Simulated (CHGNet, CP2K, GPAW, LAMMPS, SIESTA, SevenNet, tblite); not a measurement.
# What went wrong? GPAW on Zn23Cd16S39 with crystalline order left by the classical run (78 atoms)

Program: GPAW 26.7.0, a calculation on a cell of 23 Zn, 16 Cd and 39 S, 23.4 Å³ an atom.

The input, run.py:

```python
import numpy as np
from ase.io import read
from gpaw import GPAW, FermiDirac

atoms = read("structure.xyz")
atoms.calc = GPAW(
    mode="lcao",
    basis="dzp",
    h=0.45,
    xc="PBE",
    kpts={"size": (1, 1, 1), "gamma": True},
    occupations=FermiDirac(0.05),
    maxiter=60,
    symmetry={"point_group": False},
    txt="gpaw.txt",
)
energy = atoms.get_potential_energy(force_consistent=True)
forces = atoms.get_forces()
print(f"energy {energy:.6f} eV")
print("forces (eV/A)")
for i, (a, f) in enumerate(zip(atoms, forces)):
    print(f"{i:4d} {a.symbol:2s} {f[0]:10.5f} {f[1]:10.5f} {f[2]:10.5f}")
print(f"Fermi level {atoms.calc.get_fermi_level():.4f} eV")
for k in range(len(atoms.calc.get_ibz_k_points())):
    for s in range(atoms.calc.get_number_of_spins()):
        e = atoms.calc.get_eigenvalues(kpt=k, spin=s)
        n = np.searchsorted(e, atoms.calc.get_fermi_level())
        print(f"k {k} spin {s} levels about the Fermi level:", np.round(e[max(n - 6, 0):n], 4).tolist(), "|", np.round(e[n:n + 6], 4).tolist())
```

The input, structure.xyz:

```xyz
78
Lattice="12.22580 0.00000 0.00000 0.00000 12.22580 0.00000 0.00000 0.00000 12.22580" Properties=species:S:1:pos:R:3 pbc="T T T"
Zn 1.15081 10.93072 11.65155
Zn 5.20489 0.27545 3.01121
Zn 1.32051 5.70896 1.18346
Zn 5.25624 4.09100 9.97601
Zn 9.27082 0.46898 3.16575
Zn 7.61447 10.99112 5.31211
Zn 3.08298 2.05870 0.34379
Zn 9.31166 11.12034 11.62307
Zn 9.38428 7.46507 4.75082
Zn 1.33628 4.01349 9.99801
[... 64 atom lines left out ...]
S 9.46069 10.72044 1.77604
S 7.07483 12.13997 11.62894
S 11.28209 9.00870 4.39603
S 7.44502 8.74658 4.42256
```

On the command line:

```console
> OMP_NUM_THREADS=1 python run.py > output.txt
```

What it wrote:

```text
energy -61.621121 eV
forces (eV/A)
   0 Zn   -0.77572   -0.04137    0.08464
   1 Zn   -0.71326   -0.35114   -1.71627
   2 Zn   -0.60919    0.18066   -0.02262
   3 Zn   -0.11595   -0.24607   -0.62561
   4 Zn    1.58980    0.07079    0.66853
   5 Zn    1.68998   -0.00098    1.14229
   6 Zn    0.80353   -0.76787   -0.76547
   7 Zn    0.91748    0.06396    0.41150
   8 Zn    1.00101    0.64032   -0.77088
   9 Zn    1.09490    0.19987   -0.94361
  10 Zn   -0.36449   -0.33815    0.19965
  11 Zn   -0.63237    1.35039   -0.92164
  12 Zn    0.11746    1.02967   -1.10752
  13 Zn    0.91223    0.59215   -0.40113
  14 Zn    0.35322    0.54085   -0.33379
  15 Zn   -0.53717    0.00404    0.47677
  16 Zn   -0.33597    0.11715    0.34211
  17 Zn    0.22653   -0.43427    0.06722
  18 Zn    0.27376    0.09343    0.92347
  19 Zn   -0.06730    0.20333   -0.36772
  20 Zn   -0.58329   -0.57545    0.48442
  21 Zn   -0.16367   -0.63598   -1.60923
  22 Zn   -0.33848    0.93960   -0.11030
  23 Cd   -1.36218    0.44169   -3.77990
[...]
70 S    13.24339  -23.07424  -19.52082
  71 S     6.57311  -18.39838   21.27917
  72 S   -18.74008   21.36476   21.35361
  73 S   -17.39506   -3.53304  -19.04894
  74 S    20.37088   13.97828   16.26527
  75 S    12.08425  -12.75428   22.47574
  76 S   -19.52109   21.74478   16.56153
  77 S    12.49484    8.63523   22.78038
Fermi level 3.5316 eV
k 0 spin 0 levels about the Fermi level: [3.0795, 3.1478, 3.2879, 3.3706, 3.4092, 3.5063] | [3.5623, 3.6181, 4.224, 4.7467, 5.1172, 5.3192]
```

gpaw.txt:

```text
Input parameters:
  mode=LCAO(),
  basis={'default': 'dzp'},
  h=0.45,
  kpts=MonkhorstPack(size=(1, 1, 1), gamma=True),
  maxiter=60,
  occupations=Occupations(name='fermi-dirac', width=0.05, fixmagmom=False),
  symmetry=Symmetry(point_group=False),
  xc=XC(name='PBE')
Unit cell  # Å
| periodic |         x |         y |         z |   lengths |    angles |
|----------|-----------|-----------|-----------|-----------|-----------|
|      yes | 12.225800 |  0.000000 |  0.000000 | 12.225800 | 90.000000 |
[... lines left out ...]
  Fermi-Dirac:
[... lines left out ...]
convergence criteria:
- Maximum [total energy] change in last 3 cyles: 0.0005 eV / valence electron
[... lines left out ...]
Converged in 16 steps
SCF loop duration: 83.892 s (5.243 s/step)
Energy contributions relative to reference atoms: (reference = -3982027.582405)
Energy contributions:
  Kinetic:         182.829120
  Coulomb:         -81.271799
  Zero:            105.659679
  External:          0.000000
  Xc:             -268.615636
  Entropy:          -0.222485
  Spinorbit:         0.000000
  ----------------------------
  Free energy:     -61.621121
  Extrapolated:    -61.509878
dipole moment: (64.059327, -54.878740, -97.316830)  # |e|*Ang
Fermi level: 3.532
Eigenvalues  # (at kpt = [0.000, 0.000, 0.000])
| band index |      eig [eV] | occ [0-2] |
|------------|---------------|-----------|
|          0 |        -9.704 |     2.000 |
|        ... |               |           |
|        343 |         2.938 |     2.000 |
|        344 |         3.015 |     2.000 |
[...]
|        358 |         5.655 |     0.000 |
|        ... |               |           |
|        425 |         9.673 |     0.000 |
Gap: 0.056 eV
Transition (v -> c):
  (s=0, k=0, n=350, [0.00, 0.00, 0.00]) -> (s=0, k=0, n=351, [0.00, 0.00, 0.00])
No difference between direct/indirect transitions
Force computation time: 12.141  # s
timing:  # [seconds]
  Total:  105.896  # ━━━━━━━━━━━━━━━━━━━━━━━━━━━━━━━━━━━━━━━━━━━━━━━━━━━━━━━━
  Init:     9.826  # ━━━━━
  SCF:     83.892  # ━━━━━━━━━━━━━━━━━━━━━━━━━━━━━━━━━━━━━━━━━━━━╸
  Forces:  12.141  # ━━━━━━╸
```

The job ended after 1.8 min (1 thread of Arm Neoverse V1, shared host; peak memory 0.5 GiB).

Banners, paths, timers and routine set-up lines are dropped from the logs unmarked, and long logs keep their key lines alone; longer cuts are marked.

Against a plane-wave PBE reference and this program's sound run:

- energy less the same-level run's: 2011 meV/atom
- r.m.s. force difference from the same-level run: 11470 meV/Å

**Question.** What is wrong with this input?

A grid far too coarse: grid spacing 0.45 Å. The sound run has grid spacing 0.2 Å.

The run converged all the same, so the exit status doesn't show the fault.

[Also dropped from logs without a mark: logging warnings of Python, and SIESTA's first energy breakdown and zero terms.]

[Logs are printed without paths, hosts, clocks, repeated set-up lines and the standing remarks that a program may print on its own settings, such as how far it seeks lower states.]

[Hosts, paths, dates, database ids (printed as entryN), source tags and the programs' standing remarks are cut or masked in the printed files.]
